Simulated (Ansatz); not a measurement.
# 4-layer antimonene (AA') in a perpendicular field, part 2 of 3

Aim: how the 4-layer antimonene (AA') screens a field along its normal, and what the field does to its bands. A positive field points along +c.

Ansatz 0.2.0; plane-wave DFT, PBE-D3(BJ), Ansatz PAW (set soft_1); PAW set soft_1.

So far. Step 2 (Relaxation): The lattice constant a goes from 4.120 to 4.066 Å.

## Step 3: Single point, field 0

A sawtooth potential applies the field, turning back in the middle of the vacuum. With the dipole correction the typed value is the field outside the slab. The induced dipole is small, so the SCF threshold is tight.

The cell differs from the one that the last finished run ended in (c 62.200 → 36.673 Å).

The input, input.yaml:

```yaml
crystal:
  lattice:
    - [4.0662192807, 0.0, 0.0]
    - [-2.0331096403, 3.5214491944, 0.0]
    - [0.0, 0.0, 36.6727484256]
  atoms:
    - { symbol: Sb, position: [0.6666666667, 0.3333333333, 0.2454138396] }
    - { symbol: Sb, position: [0.3333333333, 0.6666666667, 0.2904726897] }
    - { symbol: Sb, position: [0.3333333333, 0.6666666667, 0.4002733468] }
    - { symbol: Sb, position: [0.6666666667, 0.3333333333, 0.4453580023] }
    - { symbol: Sb, position: [0.6666666667, 0.3333333333, 0.5546419977] }
    - { symbol: Sb, position: [0.3333333333, 0.6666666667, 0.5997266532] }
    - { symbol: Sb, position: [0.3333333333, 0.6666666667, 0.7095273103] }
    - { symbol: Sb, position: [0.6666666667, 0.3333333333, 0.7545861604] }
kpoints:
  mp_grid: { grid: [12, 12, 1] }
  band_path:
    path: [[0, 0, 0], [0.5, 0, 0], [0.33333333, 0.33333333, 0], [0, 0, 0]]
    npoints: 16
hamiltonian:
  xc: pbe
  dispersion: d3bj
  pseudopotentials: { kind: paw, azcp: { folder: soft_1 } }
scf:
  occupations: { method: fermi_dirac, width: 0.02585 }
  convergence: { dr2_threshold: 1.0e-10 }
efield:
  axis: 3
  dipole_correction: true
  ramp_position: 0.97
  ramp_width: 0.06
  amplitude: 0
output:
  dos: { projected: true, e_range: [-6, 5] }
  write_potential: true
  write_density: true
  volumetric_format: npy
  elf: true
```

Launch:

```
> ansatz run input.yaml --threads 4 --pin off --max-ram 8192MiB --backend cpu --events-out ev --progress --plain --runs-dir out
```

Numbers of over 12 decimals in the logs are rounded to 6 here.

Output:

```text
[...]
Crystal: 8 atoms, lattice volume = 525.117 Å³
Basis set: ecut = 420 eV, 10227 PW (Γ)
Bands: 72, of which v1, the nominal top of the filled ones, is band 60 counted from 1 (59 counted from 0)
Symmetry: 6 space group operations
k-points: 19 of 144 (time reversal used)
[...]
SCF iter   1: F=—  HF=-51878.463427 eV  |F-HF|=—  |Δ(HF+E_count)|=         —  Δρ=1.30e-2  dr2=9.48e-1  ethr=7.82e-4  p=0.000 e·Å  D=3.08e-14 V/Å  ΔV_dip=-0.00 eV  dr2_dipole=3.29e-10  V_vac-E_F(+/−)=4.79/4.79 eV  ⟨swp⟩=1.3  Hψ=7159  notcnv=0
efield: sawtooth ramp at fractional position 0.9700 (set: `efield.ramp_position`, or a place that a band, a saddle search or an elastic batch's reference lends), width 0.0600; the density the first Hamiltonian is built on has a dipole p = 0.000 e·Å; the dipole correction subtracts the counter field D = 3.08e-14 V/Å, which shifts the + side's vacuum level by -0.00 eV against the − side's; the planar-averaged density in the ramp window peaks in size at 4.1e-8 e/Å³
[...]
SCF iter   2: F=—  HF=-51878.379979 eV  |F-HF|=—  |Δ(HF+E_count)|=   8.34e-2  Δρ=7.57e-3  dr2=3.39e-1  ethr=7.82e-4  p=-0.000 e·Å  D=-2.93e-6 V/Å  ΔV_dip=0.00 eV  dr2_dipole=2.38e-10  V_vac-E_F(+/−)=4.58/4.58 eV  ⟨swp⟩=2.0  Hψ=1568  notcnv=0
[...]
SCF iter  14: F=-51878.348234 eV  HF=-51878.348234 eV  |F-HF|=7.28e-12  |Δ(HF+E_count)|=  6.55e-11  Δρ=3.97e-8  dr2=2.58e-11  ethr=1.00e-12  p=0.000 e·Å  D=6.13e-8 V/Å  ΔV_dip=-0.00 eV  dr2_dipole=4.57e-13  V_vac-E_F(+/−)=4.23/4.23 eV  ⟨swp⟩=2.3  Hψ=3320  notcnv=0
SCF 1 converged in 14 iterations: F = -51878.348234 eV  dr2 = 2.58e-11
[...]
NSCF: frozen V_eff on 49 k-points
efield: sawtooth ramp at fractional position 0.9700 (kept from the solve that this one continues, or follows in the run), width 0.0600; the density the first Hamiltonian is built on has a dipole p = 0.000 e·Å; the dipole correction subtracts the counter field D = 6.13e-8 V/Å, which shifts the + side's vacuum level by -0.00 eV against the − side's; the planar-averaged density in the ramp window peaks in size at 5.2e-8 e/Å³
[...]
SCF converged after 14 iterations
Free energy (F): -51878.348234 eV
[...]
Internal energy: -51878.348230 eV  (E = F + TS)
E sigma→0 (E₀):  -51878.348232 eV
Entropy (-TS):   -0.000004 eV (-0.000 meV/atom)
Fermi energy:    2.423772 eV
Dipole field:    D = -0.000001 V/Å  (p = -0.000001 e·Å, saw-weighted, corrected)
Work function:   Φ+ = 4.2281 eV   Φ− = 4.2280 eV
Levels:          The Fermi level and band energies are counted from a zero that moves with the ramp; work functions are not
[...]
--- Band table (eV; the first three rows and the last of 19) ---
  k-point 0: bands = [... 56 lower, 1.9530, 1.9742, 1.9742, 2.0952, 3.3929, 3.6764, 3.9027, 4.0259, ... 8 higher]
  k-point 1: bands = [... 56 lower, 1.7406, 1.7741, 1.7952, 2.1510, 3.8985, 4.0879, 4.2482, 4.3513, ... 8 higher]
  k-point 2: bands = [... 56 lower, 1.3793, 1.4003, 1.5710, 2.1295, 3.4813, 3.6244, 3.7861, 3.9381, ... 8 higher]
  k-point 18: bands = [... 56 lower, -0.0211, 0.2698, 0.3237, 0.3568, 2.8412, 3.0668, 3.3451, 3.5845, ... 8 higher]
```

Elapsed: 29 s, on 4 threads of Intel Xeon Platinum 8375C at 2.90GHz (Ice Lake), shared host; peak memory 1.9 GiB; 1.9 min of CPU time.

Reading the cycles: dr2 is the Hartree energy of the density residual (eV), the measure of convergence; HF is the Harris–Foulkes estimate of the energy, which meets the free energy F at convergence.

Numbers from this step:

```
dipole along the normal            : -1.45e-6 e·Å
gap along the path                 : 0.5096 eV
smallest direct gap along the path : 1.006 eV
ionisation energy, upper face      : 4.491 eV
electron affinity, upper face      : 3.981 eV
gap, the smaller of path and mesh  : 0.5064 eV
```

Running mean over a fixed 2.8 Å (it still follows the layers) of the planar mean; the ramp of the sawtooth is left out. Table of electron's electrostatic potential energy less the Fermi level by z:

z (Å), electron's electrostatic potential energy less the Fermi level (eV) and a bar from the least value:
```
        4       4.23 ##############################
        5       4.22 ##############################
        6       4.13 ##############################
        7       2.99 ###########################
        8      -0.98 ################
        9      -4.66 ######
       10      -6.65 
       11      -3.40 #########
       12       0.23 ###################
       13       1.31 ######################
       14      -2.27 ############
       15      -5.84 ##
       16      -5.89 ##
       17      -2.31 ############
       18       1.25 ######################
       19       0.18 ###################
       20      -3.43 #########
       21      -6.67 
       22      -4.66 ######
       23      -1.08 ###############
       24       1.77 #######################
       25      -1.03 ################
       26      -4.60 ######
       27      -6.68 
       28      -3.43 #########
       29       0.40 ###################
       30       3.68 #############################
       31       4.19 ##############################
       32       4.22 ##############################
       33       4.23 ##############################
```

The density of states has structure finer than the step of the table below, so its rows give means over 0.2 eV, whole bins alone (the curve runs from -6 to 2.05 eV). Peaks (eV: height): -3.79: 16.2, -3.63: 15.5, -3.46: 12.1, -2.83: 12.4, -2.14: 12.6, -1.92: 16.1, -0.84: 14.1.

Density of states against energy, zero at the Fermi level of the run, which the smearing sets inside the gap; means over each step:

energy (eV), density of states (states/eV a cell) and a bar:
```
     -4.4        0.0 
     -4.2        0.5 ##
     -4.0        5.3 ################
     -3.8        8.1 ########################
     -3.6        7.9 ########################
     -3.4        6.4 ###################
     -3.2        4.8 ##############
     -3.0        5.8 #################
     -2.8        6.6 ####################
     -2.6        6.8 ####################
     -2.4        7.3 ######################
     -2.2        9.7 #############################
     -2.0       10.0 ##############################
     -1.8        8.5 #########################
     -1.6        8.1 ########################
     -1.4        6.4 ###################
     -1.2        4.4 #############
     -1.0        4.3 #############
     -0.8        4.6 ##############
     -0.6        2.1 ######
     -0.4        1.5 ####
     -0.2        1.4 ####
      0.0        0.0 
      0.2        0.0 
      0.4        0.9 ###
      0.6        2.4 #######
      0.8        4.8 ##############
      1.0        5.6 #################
      1.2        7.1 #####################
      1.4        7.6 #######################
      1.6        8.4 #########################
      1.8        7.3 ######################
```

Projected DOS per atom over height of the atomic layer and energy from the Fermi level. Layers: Sb Sb Sb Sb Sb Sb Sb Sb from below.

Ten even steps from '0' (0.00 states/eV) to '9' (1.21 states/eV), each cell a mean:
```
55666655
87777778
77555577
43555534
00111100
00000000
00111100
22222222
44444444
77555577
99988999
99999999
76777767
66566566
44555544
99777799
45666654
00000000
00000000
00000000
00000000
00000000
```
Columns: height of the atomic layer (Å) from 9 to 27.7 (not evenly spaced); rows upwards: energy from the Fermi level (eV) from -5.96 to 2.05.

Electronic bands along the path, in eV, zero at the Fermi level of the run, which the smearing sets inside the gap:

| point | band 57 | band 58 | band 59 | band 60 | band 61 | band 62 | band 63 | band 64 |
| --- | --- | --- | --- | --- | --- | --- | --- | --- |
| Γ | -0.47 | -0.45 | -0.45 | -0.33 | 0.97 | 1.25 | 1.48 | 1.60 |
| halfway | -1.46 | -1.44 | -0.95 | -0.52 | 0.48 | 0.69 | 0.95 | 1.22 |
| M | -2.09 | -2.07 | -2.01 | -1.75 | 0.76 | 0.98 | 1.02 | 1.26 |
| halfway | -2.49 | -2.23 | -1.97 | -1.74 | 0.88 | 1.18 | 1.53 | 1.80 |
| K | -2.44 | -2.15 | -2.10 | -2.07 | 0.42 | 0.64 | 0.92 | 1.16 |
| halfway | -1.82 | -1.40 | -0.92 | -0.52 | 1.20 | 1.45 | 1.78 | 1.95 |
| Γ | -0.47 | -0.45 | -0.45 | -0.33 | 0.97 | 1.25 | 1.48 | 1.60 |

Electrostatic potential energy in the ca plane at fractional y = 0.333, with atoms of Sb within 0.2 Å of it. With pseudopotentials it is smooth inside the atoms' cores, unlike the true potential.

Ten even steps from '0' (-38 eV) to '9' (7 eV), each cell a mean:
```
68999999876678999999999999988766789999999999
14899998621147899999999999986311379999999999
01689997300015899999999999984000058999999999
00589997200005899999999999983000048999999999
02699998400016899999999999984000058999999999
25899998632257999999999999987422479999999999
78999999877788899999999999988777899999999999
99999999999998888999999998888999999999999999
99999999999998878899999988788999999999999999
99999999999998878899999988788999999999999999
99999999998888888999999998888888999999999999
```
Columns run along c (16.0 Å, from fractional 0.45 to 0.89 of the cell; values clipped at the 3rd and 97th percentile), rows up along a (4.1 Å). Atoms in or near the plane, at fractional coordinates: Sb at (0.55, 0.67), Sb at (0.75, 0.67).

ELF in the ca plane at fractional y = 0.333, with atoms of Sb within 0.2 Å of it. It is the smooth field of the valence electrons, not physical close to the nuclei.

Values, 6 rows by 16 columns, each cell a mean:
```
0.54 0.35 0.47 0.48 0.44 0.43 0.22 0.03 0.18 0.40 0.47 0.43 0.71 0.42 0.05 0.00
0.31 0.45 0.54 0.21 0.20 0.27 0.05 0.01 0.03 0.23 0.25 0.14 0.70 0.66 0.14 0.01
0.37 0.43 0.54 0.27 0.25 0.30 0.07 0.01 0.05 0.26 0.30 0.20 0.72 0.62 0.12 0.01
0.55 0.28 0.39 0.52 0.49 0.48 0.33 0.05 0.27 0.45 0.52 0.48 0.63 0.29 0.03 0.00
0.17 0.04 0.06 0.20 0.40 0.47 0.59 0.11 0.53 0.49 0.42 0.23 0.10 0.02 0.00 0.00
0.30 0.08 0.13 0.32 0.45 0.49 0.55 0.10 0.49 0.50 0.47 0.34 0.22 0.05 0.01 0.00
```
Columns run along c (16.0 Å, from fractional 0.45 to 0.89 of the cell), rows up along a (4.1 Å). Atoms in or near the plane, at fractional coordinates: Sb at (0.55, 0.67), Sb at (0.75, 0.67).

Valence density in the ca plane at fractional y = 0.333, with atoms of Sb within 0.2 Å of it. It is the smooth field of the valence electrons, not physical close to the nuclei.

Ten steps, logarithmic in the rise over the least value, from '0' (0 e/Å³) to '9' (14 e/Å³), each cell a mean:
```
22100001123222111000000001122232210000000000
53210011346532110000000000122466421000000000
86310012479863110000000000123789732100000000
96311012589963110000000000124799742100000000
85310012478853110000000000123688632000000000
53210001245532110000000001122455421000000000
22100001122222111000000011122222210000000000
11000000011112221100000011222111100000000000
00000000000111222100000112221110000000000000
00000000001111222100000112221110000000000000
11000000011112221100000011222111100000000000
```
Columns run along c (16.0 Å, from fractional 0.45 to 0.89 of the cell), rows up along a (4.1 Å). Atoms in or near the plane, at fractional coordinates: Sb at (0.55, 0.67), Sb at (0.75, 0.67).

The gap is 0.51 eV, with the valence edge 4.49 eV and the conduction edge 3.98 eV under the upper vacuum level. Spin-orbit coupling, left out in this run, matters for the bands of elements this heavy.

## Step 4: Single point, field 0.1 V/Å

Changes to input.yaml since step 3:

```diff
@@ -29,7 +29,6 @@
   dipole_correction: true
-  ramp_position: 0.97
-  ramp_width: 0.06
-  amplitude: 0
+  ramp_position: 0.9591
+  ramp_width: 0.0818
+  amplitude: 0.1
 output:
-  dos: { projected: true, e_range: [-6, 5] }
   write_potential: true
@@ -37,2 +36 @@
   volumetric_format: npy
-  elf: true
```

Output:

```text
[...]
Crystal: 8 atoms, lattice volume = 525.117 Å³
Basis set: ecut = 420 eV, 10227 PW (Γ)
Bands: 72, of which v1, the nominal top of the filled ones, is band 60 counted from 1 (59 counted from 0)
Symmetry: 6 space group operations
k-points: 19 of 144 (time reversal used)
[...]
k-point 0: bands = [... 56 lower, 1.9698, 2.0795, 2.0795, 2.1035, 3.3658, 3.6744, 3.8962, 4.0599, ... 8 higher]
  k-point 1: bands = [... 56 lower, 1.7035, 1.7909, 1.9006, 2.1604, 3.8604, 4.0839, 4.2440, 4.3900, ... 8 higher]
  k-point 2: bands = [... 56 lower, 1.3962, 1.5057, 1.5712, 2.1400, 3.4408, 3.6204, 3.7916, 3.9746, ... 8 higher]
  k-point 18: bands = [... 56 lower, 0.0970, 0.2165, 0.3284, 0.4138, 2.8167, 3.0640, 3.3430, 3.6116, ... 8 higher]
[key lines of the parts left out:]
SCF converged after 17 iterations
Free energy (F): -51878.355732 eV
Fermi energy:    2.417976 eV
Dipole field:    D = 0.051686 V/Å  (p = 0.149992 e·Å, saw-weighted, corrected)
```

Wall time 31 s (4 threads); peak memory 1.6 GiB.

The dipole is 0.150 e·Å, and the gap 0.475 eV.

## Step 5: Atoms held, field -0.1 V/Å

Changes to input.yaml since step 4:

```diff
@@ -31,3 +31,3 @@
   ramp_width: 0.0818
-  amplitude: 0.1
+  amplitude: -0.1
 output:
```

Output:

```text
[...]
Crystal: 8 atoms, lattice volume = 525.117 Å³
Basis set: ecut = 420 eV, 10227 PW (Γ)
Bands: 72, of which v1, the nominal top of the filled ones, is band 60 counted from 1 (59 counted from 0)
Symmetry: 6 space group operations
k-points: 19 of 144 (time reversal used)
[...]
k-point 0: bands = [... 56 lower, 1.9698, 2.0795, 2.0795, 2.1035, 3.3658, 3.6744, 3.8962, 4.0599, ... 8 higher]
  k-point 1: bands = [... 56 lower, 1.7035, 1.7909, 1.9006, 2.1604, 3.8604, 4.0839, 4.2440, 4.3900, ... 8 higher]
  k-point 2: bands = [... 56 lower, 1.3962, 1.5057, 1.5712, 2.1400, 3.4408, 3.6204, 3.7916, 3.9746, ... 8 higher]
  k-point 18: bands = [... 56 lower, 0.0970, 0.2165, 0.3284, 0.4138, 2.8167, 3.0640, 3.3430, 3.6116, ... 8 higher]
[key lines of the parts left out:]
SCF converged after 17 iterations
Free energy (F): -51878.355732 eV
Fermi energy:    2.417976 eV
Dipole field:    D = -0.051686 V/Å  (p = -0.149992 e·Å, saw-weighted, corrected)
```

Elapsed: 31 s, on 4 threads; peak memory 1.6 GiB.

The dipole is -0.150 e·Å, and the gap 0.475 eV.

(Part 2 of 3 ends here.)

[Logs are printed without paths, hosts, clocks, repeated set-up lines and the standing remarks that a program may print on its own settings, such as how far it seeks lower states.]

[Hosts, paths, dates, database ids (printed as entryN), source tags and the programs' standing remarks are cut or masked in the printed files.]

[Maps of the electrostatic potential energy from Ansatz leave out the sawtooth potential of an applied field or a dipole correction, so their vacuum need not be flat; planar profiles and work functions include it.]

[The density of states shown here was stored with 400 of the rows of the run's finer table, so its peaks can read low, often by over a quarter, or be missed, and its means over a window can be off by a tenth or more.]
